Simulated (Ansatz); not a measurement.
# AgBi2 (hypothetical, Fm-3m): thermal expansion from first principles

How much does AgBi2 (hypothetical) expand with temperature? The compound is hypothetical: it was made by swapping elements on a known structure type.

Main program and level: Ansatz 0.2.0; DFT PBEsol, scalar-relativistic, plane waves, PAW.

### Step 1. The starting structure

The structure is cubic, space group Fm-3m (No. 225). Conventional cell: a = 6.759 Å, b = 6.759 Å, c = 6.759 Å, α = 90.00°, β = 90.00°, γ = 90.00°. Nearest to Bi lie 4 Ag at 2.93 Å. Nearest to Ag lie 8 Bi at 2.93 Å. Farther neighbours are not listed.

### Step 2. A first coarse run

A cheap single point shows whether the cell is a metal or an insulator and how far it is from rest; that sets the k-mesh and the occupations of what follows.

Contents of input.yaml:

```yaml
crystal:
  lattice:
    - [0.0, 3.37955, 3.37955]
    - [3.37955, 0.0, 3.37955]
    - [3.37955, 3.37955, 0.0]
  atoms:
    - { symbol: Bi, position: [0.25, 0.25, 0.25] }
    - { symbol: Bi, position: [0.75, 0.75, 0.75] }
    - { symbol: Ag, position: [0.0, 0.0, 0.0] }
kpoints:
  mp_grid: { grid: [6, 6, 6] }
hamiltonian:
  xc: pbesol
scf:
  occupations: { method: gaussian, width: 0.1 }
output:
  forces: true
  stress: true
  eigenvalues: true
```

Launch:

```sh
$ ansatz run input.yaml --threads 4 --pin off --max-ram 8192MiB --backend cpu --events-out ev --progress --plain --runs-dir out
```

Numbers of over 12 decimals in the logs are rounded to 6 here.

The log of the run:

```text
Engine: ansatz 0.2.0, aarch64-unknown-linux-gnu
Pseudopotentials: kind: paw
Pseudopotential: Bi, paw, valence charge 15, recommended cutoff 420 eV (normal), Bi.paw.azcp
Pseudopotential: Ag, paw, valence charge 19, recommended cutoff 420 eV (normal), Ag.paw.azcp
Functional definition: PBEsol
  exchange = pbesol_x
  correlation = pbesol_c
Crystal: 3 atoms, lattice volume = 77.198 Å³
Basis set: ecut = 420 eV, 1459 PW (Γ), exchange–correlation on 64×64×64 points (8 copies of the dense FFT grid, shifted against one another)
Bands: 30, of which v1, the nominal top of the filled ones, is band 25 counted from 1 (24 counted from 0)
Symmetry: 48 space group operations
Space group: Fm-3m (ITA 225), of the structure as read, at distance tolerance 4.3e-5 Å
k-points: 16 of 216
Non-local potential: Bi, projectors of the file, l = 0: 2, l = 1: 2, l = 2: 2, l = 3: 2
Non-local potential: Ag, projectors of the file, l = 0: 3, l = 1: 2, l = 2: 2, l = 3: 1
PAW form: soft (Blöchl's): semilocal exchange-correlation on the pseudo side does not see the compensation charge
PAW frozen core: Bi, regenerated for the run's functional, and the local potential with it (the file was generated under x = pbe(κ = 0.804, μ = 0.219515), c = pbe(β = 0.066725))
PAW frozen core: Ag, regenerated for the run's functional, and the local potential with it (the file was generated under x = pbe(κ = 0.804, μ = 0.219515), c = pbe(β = 0.066725))
PAW one-centre angular grid: Bi, 590 points (default); XC on 64 Gauss nodes
PAW one-centre angular grid: Ag, 590 points (default); XC on 64 Gauss nodes
Initial density: superposition of atomic densities (neutral atoms: chi_scale 0, normalization atom), corrected by the library's trained network
Initial wavefunctions: pseudopotential atomic-orbital guess
Functional: x = pbesol(κ = 0.804, μ = 0.123457), c = pbesol(β = 0.046)
SCF iter   1: F=—  HF=-32005.981439 eV  |F-HF|=—  |Δ(HF+E_count)|=         —  Δρ=7.65e-3  dr2=5.04e-2  ethr=1.77e-3  ⟨swp⟩=6.2  Hψ=1987  notcnv=0
preconditioner: auto → LDOS  [metal: Δε(μ)=0.116 eV  Ē_g=17.864 eV  σ=0.100 eV  W_gap=0.50  n_scr=14 (ndim 8)  ℏωp=27.1 eV  f_vac=0.035  D(μ)=1.78/eV (n_scr^D=14)  β→1.0]
SCF iter   2: F=—  HF=-32005.977467 eV  |F-HF|=—  |Δ(HF+E_count)|=   3.97e-3  Δρ=6.62e-3  dr2=2.39e-2  ethr=1.03e-4  ⟨swp⟩=2.0  Hψ=1065  notcnv=0  defer=12
SCF iter   3: F=—  HF=-32005.970339 eV  |F-HF|=—  |Δ(HF+E_count)|=   7.13e-3  Δρ=7.43e-4  dr2=5.53e-4  ethr=4.87e-5  ⟨swp⟩=2.0  Hψ=847  notcnv=0  defer=12
SCF iter   4: F=—  HF=-32005.970228 eV  |F-HF|=—  |Δ(HF+E_count)|=   1.11e-4  Δρ=8.68e-5  dr2=8.59e-6  ethr=1.13e-6  ⟨swp⟩=2.0  Hψ=592  notcnv=0  defer=12
SCF iter   5: F=—  HF=-32005.970244 eV  |F-HF|=—  |Δ(HF+E_count)|=   1.58e-5  Δρ=1.91e-5  dr2=2.08e-7  ethr=1.75e-8  ⟨swp⟩=2.1  Hψ=629  notcnv=0  defer=12
SCF iter   6: F=-32005.970244 eV  HF=-32005.970244 eV  |F-HF|=3.75e-9  |Δ(HF+E_count)|=   8.24e-8  Δρ=4.15e-6  dr2=7.41e-9  ethr=2.04e-10  ⟨swp⟩=8.8  Hψ=2487  notcnv=0
SCF 1 converged in 6 iterations: F = -32005.970244 eV  dr2 = 7.41e-9
  greatest PAW one-centre occupation: 1.001 electrons in one spin orbital (limit 2), on the Ag atom at site 2 (counted from 0), in its partial waves of l = 0
SCF converged after 6 iterations
Free energy (F): -32005.970244 eV
Harris-Foulkes:  -32005.970244 eV  (|F-HF|=3.75e-9)
Internal energy: -32005.961080 eV  (E = F + TS)
E sigma→0 (E₀):  -32005.965662 eV
Entropy (-TS):   -0.009164 eV (-3.055 meV/atom)
Fermi energy:    13.663641 eV
--- Per-component energies (eV) ---
  E_band       = -441.951413
  E_kinetic    = 1137.375905
  E_local      = -5830.985008  (includes V_loc(G=0)·N_el)
  E_nonlocal   = 1205.588639
  E_hartree    = 2278.364688
  E_xc         = -487.279702
  E_vxc        = -526.651163  (∫ρ·V_xc dr)
  E_paw        = -24852.581269  (= ΣΔE_a)
  E_vpaw       = -984.008950  (= ΣTr[D̂ρ^β])
  E_aug_tail   = -0.000604  (compensation charges beyond the density's cutoff)
  E_ewald      = -5456.945972
  E_core_change = 0.502244  (= ΣΔE_core)
  E_smearing   = -0.009164  (= −TS)
  E_closure    = 0.000000  (closes the sum)
  Σ components = -32005.970244   (vs F -32005.970244, Δ=0.00e0)
--- Forces (eV/Å), atoms counted from 1 ---
  atom   1  Bi     0.00000000     0.00000000    -0.00000000
  atom   2  Bi     0.00000000    -0.00000000    -0.00000000
  atom   3  Ag    -0.00000000     0.00000000    -0.00000000
  max |Σ_I F_I| component: 3.70e-17 eV/Å
--- Stress (GPa, compression-positive) ---
        7.281733      -0.000000      -0.000000
        0.000000       7.281733       0.000000
       -0.000000       0.000000       7.281733
  P = ⅓ Tr σ = 7.2817 GPa (72.817 kbar)
--- Band table (eV; the first three rows and the last of 16) ---
  k-point 0: bands = [... 21 lower, 12.8978, 12.8978, 12.8978, 14.6687, 14.6687, 14.6687, 16.1640, 16.8305, ... 1 higher]
  k-point 1: bands = [... 21 lower, 11.6959, 12.5738, 12.5738, 13.7659, 14.3938, 14.3938, 16.6794, 17.3699, ... 1 higher]
  k-point 2: bands = [... 21 lower, 10.7969, 12.0317, 12.0317, 12.6772, 13.8617, 13.8617, 17.6670, 18.8338, ... 1 higher]
  k-point 15: bands = [... 21 lower, 8.3951, 9.4147, 11.2637, 14.5697, 15.8439, 17.5914, 18.3740, 18.7730, ... 1 higher]
```

Elapsed: 0.64 s, on 4 threads of Arm Neoverse V2, shared host; peak memory 0.36 GiB; 2 s of CPU time.

In the SCF lines HF is the Harris–Foulkes energy and dr2 the Hartree energy of the density residual, in eV; the loop may stop once dr2 is under the threshold and the program's other checks hold. Hψ counts applications of the Hamiltonian.

Numbers from this step:

| Quantity | Value |
| --- | --- |
| pressure | 7.282 GPa |
| volume per atom | 25.73 Å³ |
| gap on the k-mesh | 0 eV |

The start is under 7.3 GPa at this level and looks like a metal on this mesh.

### Step 3. Finding the static equilibrium

Phonons are second derivatives about a minimum, so cell and atoms are relaxed first, inside the symmetry of the start.

Edit input.yaml of step 2 so:

```diff
@@ -10,3 +10,3 @@
 kpoints:
-  mp_grid: { grid: [6, 6, 6] }
+  mp_grid: { grid: [12, 12, 12] }
 hamiltonian:
@@ -19 +19,6 @@
   eigenvalues: true
+relax:
+  adjacent_minimum: "off"
+  f_tol: 0.005
+  max_steps: 80
+  cell: { stress_tol: 0.05 }
```

The log of the run:

```text
[...]
Crystal: 3 atoms, lattice volume = 77.198 Å³
Basis set: ecut = 420 eV, 1459 PW (Γ), exchange–correlation on 64×64×64 points (8 copies of the dense FFT grid, shifted against one another)
Bands: 30, of which v1, the nominal top of the filled ones, is band 25 counted from 1 (24 counted from 0)
Symmetry: 48 space group operations
[...]
k-points: 72 of 1728
[...]
SCF iter   1: F=—  HF=-32005.993111 eV  |F-HF|=—  |Δ(HF+E_count)|=         —  Δρ=7.77e-3  dr2=5.11e-2  ethr=1.77e-3  ⟨swp⟩=6.1  Hψ=8906  notcnv=0
[...]
SCF iter   6: F=-32005.981838 eV  HF=-32005.981838 eV  |F-HF|=6.11e-10  |Δ(HF+E_count)|=   4.13e-9  Δρ=1.77e-6  dr2=1.87e-9  ethr=7.30e-11  ⟨swp⟩=6.7  Hψ=10499  notcnv=0
SCF 1 converged in 6 iterations: F = -32005.981838 eV  dr2 = 1.87e-9
[...]
relax step   1: F+E_penalty+E_count = -32005.98183773 eV  Δ(F+E_penalty+E_count) = +0.000e0 eV  max|allowed force component| = 3.547e-17 eV/Å  Δτ_max = 0.0000 Å  P = +7.312 GPa  Ω = 77.198 Å³  (6 SCF iters, dr2 threshold 1.00e-7 eV, accepted)
Crystal: 3 atoms, lattice volume = 89.048 Å³
Basis set: ecut = 420 eV, 1807 PW (Γ), exchange–correlation on 64×64×64 points (8 copies of the dense FFT grid, shifted against one another)
[...]
iter 1 solved again at ethr=2.50e-4 eV; its pass at ethr=3.10e-3 eV (dr2=1.22e-1 eV) is discarded
[...]
SCF iter   6: F=-32006.084934 eV  HF=-32006.084934 eV  |F-HF|=2.01e-9  |Δ(HF+E_count)|=   3.29e-8  Δρ=4.82e-6  dr2=1.34e-8  ethr=6.12e-10  ⟨swp⟩=8.5  Hψ=10271  notcnv=0
SCF 2 converged in 6 iterations: F = -32006.084934 eV  dr2 = 1.34e-8
relax step   2: F+E_penalty+E_count = -32006.08493353 eV  Δ(F+E_penalty+E_count) = -1.031e-1 eV  max|allowed force component| = 4.780e-17 eV/Å  Δτ_max = 0.0000 Å  P = -3.050 GPa  Ω = 89.048 Å³  energy of the carried Pulay correction = -2.408e-3 eV  (6 SCF iters, dr2 threshold 3.00e-7 eV, accepted)
Crystal: 3 atoms, lattice volume = 85.199 Å³
Basis set: ecut = 420 eV, 1687 PW (Γ), exchange–correlation on 64×64×64 points (8 copies of the dense FFT grid, shifted against one another)
[...]
SCF iter   5: F=-32006.130387 eV  HF=-32006.130387 eV  |F-HF|=5.36e-8  |Δ(HF+E_count)|=   5.26e-8  Δρ=1.12e-5  dr2=7.98e-8  ethr=6.12e-10  ⟨swp⟩=7.0  Hψ=10591  notcnv=0
SCF 3 converged in 5 iterations: F = -32006.130387 eV  dr2 = 7.98e-8
relax step   3: F+E_penalty+E_count = -32006.13038690 eV  Δ(F+E_penalty+E_count) = -4.545e-2 eV  max|allowed force component| = 5.860e-17 eV/Å  Δτ_max = 0.0000 Å  P = -0.564 GPa  Ω = 85.199 Å³  energy of the carried Pulay correction = -1.664e-3 eV  (5 SCF iters, dr2 threshold 3.00e-7 eV, accepted)
[...]
relax step   4: F+E_penalty+E_count = -32006.13186439 eV  Δ(F+E_penalty+E_count) = -1.477e-3 eV  max|allowed force component| = 4.626e-17 eV/Å  Δτ_max = 0.0000 Å  P = +0.061 GPa  Ω = 84.372 Å³  energy of the carried Pulay correction = -1.500e-3 eV  (4 SCF iters, dr2 threshold 3.00e-7 eV, accepted)
[...]
relax step   5: F+E_penalty+E_count = -32006.13186440 eV  Δ(F+E_penalty+E_count) = -1.250e-8 eV  max|allowed force component| = 5.089e-17 eV/Å  Δτ_max = 0.0000 Å  P = +0.002 GPa  Ω = 84.448 Å³  energy of the carried Pulay correction = -1.515e-3 eV  (4 SCF iters, dr2 threshold 9.45e-9 eV, accepted)
Basis set: ecut = 420 eV, 1639 PW (Γ), exchange–correlation on 72×72×72 points (8 copies of the dense FFT grid, shifted against one another)
[...]
SCF iter   6: F=-32006.133045 eV  HF=-32006.133045 eV  |F-HF|=2.18e-11  |Δ(HF+E_count)|=  2.98e-10  Δρ=1.00e-7  dr2=6.93e-12  ethr=1.00e-12  ⟨swp⟩=5.2  Hψ=11992  notcnv=0
SCF 6 converged in 6 iterations: F = -32006.133045 eV  dr2 = 6.93e-12
relax step   6: F+E_penalty+E_count = -32006.13304532 eV  Δ(F+E_penalty+E_count) = -1.181e-3 eV  max|allowed force component| = 7.556e-17 eV/Å  Δτ_max = 0.0000 Å  P = -0.011 GPa  Ω = 84.448 Å³  stress off target by 1.09e-2 GPa  SCF on the basis re-selected at this cell (its energy is not comparable with the rows above)  (6 SCF iters)
basis re-selected at this cell: Δ(F+E_penalty+E_count) = -1.181e-3 eV, ΔP = -0.013 GPa vs the last step (what re-selecting the basis moved, of the pressure what is left beyond the Pulay correction that the steps carried, after the strain that the cell walked since its last selection, with what the two solves' SCF thresholds leave and, on support functions, any second-order correction that the steps lacked; it is no measure of the basis error at this ecutwfc). The dense FFT grid was sized anew with the basis: this SCF ran on 36×36×36 points, the steps before it on 32×32×32, so part of this shift can come from that change (see relax.cell in the input reference). [rest of the remark cut]
SCF converged after 6 iterations
Free energy (F): -32006.133045 eV
[...]
Internal energy: -32006.126460 eV  (E = F + TS)
E sigma→0 (E₀):  -32006.129753 eV
Entropy (-TS):   -0.006585 eV (-2.195 meV/atom)
Fermi energy:    11.922249 eV
[...]
--- Stress (GPa, compression-positive) ---
       -0.010892      -0.000000      -0.000000
       -0.000000      -0.010892      -0.000000
       -0.000000      -0.000000      -0.010892
  P = ⅓ Tr σ = -0.0109 GPa (-0.109 kbar)
--- Band table (eV; the first three rows and the last of 72) ---
  k-point 0: bands = [... 21 lower, 11.2922, 11.2922, 11.2922, 13.0270, 13.0270, 13.0270, 14.0306, 15.2796, ... 1 higher]
  k-point 1: bands = [... 21 lower, 10.9528, 11.2183, 11.2183, 12.5450, 12.9529, 12.9529, 14.7349, 15.3771, ... 1 higher]
  k-point 2: bands = [... 21 lower, 10.2280, 11.0328, 11.0328, 12.0104, 12.7455, 12.7455, 15.0342, 15.7777, ... 1 higher]
  k-point 71: bands = [... 21 lower, 7.1479, 8.1684, 11.1724, 11.1724, 15.0357, 15.5710, 16.0241, 16.1874, ... 1 higher]
--- Relaxed structure (5 steps of the walk, 5 accepted, 1 SCFs on fresh bases) ---
  F+E_penalty+E_count = -32006.13304532 eV   max|allowed force component| = 7.556e-17 eV/Å   (the final SCF, on the basis selected at the relaxed cell)
  cell:  # Å, volume = 84.4485 Å³
    - [0, 3.482202, 3.482202]
    - [3.482202, 0, 3.482202]
    - [3.482202, 3.482202, 0]
  atoms:
    - { symbol: Bi, position: [0.25, 0.25, 0.25] }
    - { symbol: Bi, position: [0.75, 0.75, 0.75] }
    - { symbol: Ag, position: [0, 0, 0] }
```

It took 12 s on 4 threads; peak memory 0.5 GiB.

Relaxation path:

```csv
step,energy less that of the first step (eV),largest force component (eV/Å),pressure (GPa),volume (Å³)
1,0.0000,0.0000,7.31,77.20
2,-0.1031,0.0000,-3.05,89.05
3,-0.1485,0.0000,-0.56,85.20
4,-0.1500,0.0000,0.06,84.37
5,-0.1500,0.0000,0.00,84.45
6*,-0.1512,0.0000,-0.01,84.45
```

Relaxation steps marked * repeat the geometry before them on a plane-wave basis chosen anew for their cell, so energy and pressure can jump there.

The run keeps the 48 symmetry operations that it works with, so distortions that break them were not tested.

```csv
"conventional cell, symmetrised",before,after,change
a (Å),6.759,6.964,+3.0 %
b (Å),6.759,6.964,+3.0 %
c (Å),6.759,6.964,+3.0 %
volume (Å³/atom),25.73,28.15,+9.4 %
```

The relaxed structure:

```xyz
3
Lattice="0.0000 3.4822 3.4822 3.4822 0.0000 3.4822 3.4822 3.4822 0.0000" Properties=species:S:1:pos:R:3 pbc="T T T"
Bi    1.7411    1.7411    1.7411
Bi    5.2233    5.2233    5.2233
Ag    0.0000    0.0000    0.0000
```

This step gave:

| Item | Value |
| --- | --- |
| pressure | -0.01089 GPa |
| volume per atom | 28.15 Å³ |

The relaxation ends with a pressure of -0.01 GPa.

### Step 4. A second relaxation

The relaxation is run once more from where the first one ended, as the script does after a large change of volume or of the gap, with mesh and occupations reviewed.

input.yaml, the sections that differ from step 3:

```yaml
crystal:
  lattice:
    - [0.0, 3.4822015458, 3.4822015458]
    - [3.4822015458, 0.0, 3.4822015458]
    - [3.4822015458, 3.4822015458, 0.0]
  atoms:
    - { symbol: Bi, position: [0.25, 0.25, 0.25] }
    - { symbol: Bi, position: [0.75, 0.75, 0.75] }
    - { symbol: Ag, position: [0.0, 0.0, 0.0] }
kpoints:
  mp_grid: { grid: [10, 10, 10] }
# hamiltonian, scf, output, relax: as in step 3
```

The log of the run:

```text
[...]
Crystal: 3 atoms, lattice volume = 84.448 Å³
Basis set: ecut = 420 eV, 1639 PW (Γ), exchange–correlation on 72×72×72 points (8 copies of the dense FFT grid, shifted against one another)
Bands: 30, of which v1, the nominal top of the filled ones, is band 25 counted from 1 (24 counted from 0)
Symmetry: 48 space group operations
[...]
k-points: 47 of 1000
[...]
--- Relaxed structure (1 steps of the walk, 1 accepted, 1 SCFs on fresh bases) ---
[...]
cell:  # Å, volume = 84.4485 Å³
    - [0.0, 3.4822015458, 3.4822015458]
    - [3.4822015458, 0.0, 3.4822015458]
    - [3.4822015458, 3.4822015458, 0.0]
  atoms:
    - { symbol: Bi, position: [0.250000, 0.250000, 0.250000] }
    - { symbol: Bi, position: [0.75, 0.75, 0.75] }
    - { symbol: Ag, position: [0.0, 0.0, 0.0] }
[key lines of the parts left out:]
SCF converged after 4 iterations
Free energy (F): -32006.123174 eV
Fermi energy:    11.904786 eV
P = ⅓ Tr σ = 0.0275 GPa (0.275 kbar)
```

The job ended after 3.2 s (4 threads; peak memory 0.46 GiB; 12 s of CPU time).

Little changed from the start: no atom moved by 0.005 Å and no cell edge by 0.1 %.

Numbers from this step:

```yaml
pressure: 0.02754 GPa
```

### Step 5. Relaxing to small residual forces and stress

The thresholds are tightened for a last relaxation ahead of the phonons, and where mesh or smearing change with them the cell follows.

input.yaml, the sections that differ from step 4:

```yaml
scf:
  occupations: { method: methfessel_paxton, width: 0.15 }
relax:
  adjacent_minimum: "off"
  f_tol: 0.001
  max_steps: 60
  cell: { stress_tol: 0.01 }
# crystal, kpoints, hamiltonian, output: as in step 4
```

The log of the run:

```text
[...]
Crystal: 3 atoms, lattice volume = 84.448 Å³
Basis set: ecut = 420 eV, 1639 PW (Γ), exchange–correlation on 72×72×72 points (8 copies of the dense FFT grid, shifted against one another)
Bands: 30, of which v1, the nominal top of the filled ones, is band 25 counted from 1 (24 counted from 0)
Symmetry: 48 space group operations
[...]
k-points: 47 of 1000
[...]
--- Relaxed structure (3 steps of the walk, 3 accepted, 1 SCFs on fresh bases) ---
[...]
cell:  # Å, volume = 84.4850 Å³
    - [0, 3.482703, 3.482703]
    - [3.482703, 0, 3.482703]
    - [3.482703, 3.482703, 0]
  atoms:
    - { symbol: Bi, position: [0.25, 0.25, 0.25] }
    - { symbol: Bi, position: [0.750000, 0.750000, 0.750000] }
    - { symbol: Ag, position: [0, 0, 0] }
[key lines of the parts left out:]
SCF converged after 5 iterations
Free energy (F): -32006.119337 eV
Fermi energy:    11.898136 eV
P = ⅓ Tr σ = -0.0003 GPa (-0.003 kbar)
```

The job ended after 6 s (4 threads; peak memory 0.47 GiB).

Little changed from the start: no atom moved by 0.005 Å and no cell edge by 0.1 %.

Numbers from this step:

```
pressure        : -2.66e-4 GPa
volume per atom : 28.16 Å³
```

The residual pressure is -2.7e-4 GPa, small enough for phonons.

(Part 1 of 3 ends here.)

[Logs are printed without paths, hosts, clocks, repeated set-up lines and the standing remarks that a program may print on its own settings, such as how far it seeks lower states.]

[Hosts, paths, dates, database ids (printed as entryN), source tags and the programs' standing remarks are cut or masked in the printed files.]

[A step with changed settings may run another functional than the one named; its input shows which.]

[Pressures of single members of a volume series are the stress at the run's cutoff; with an incomplete basis they can lie off −dE/dV of the same runs, and they are not shown converged.]
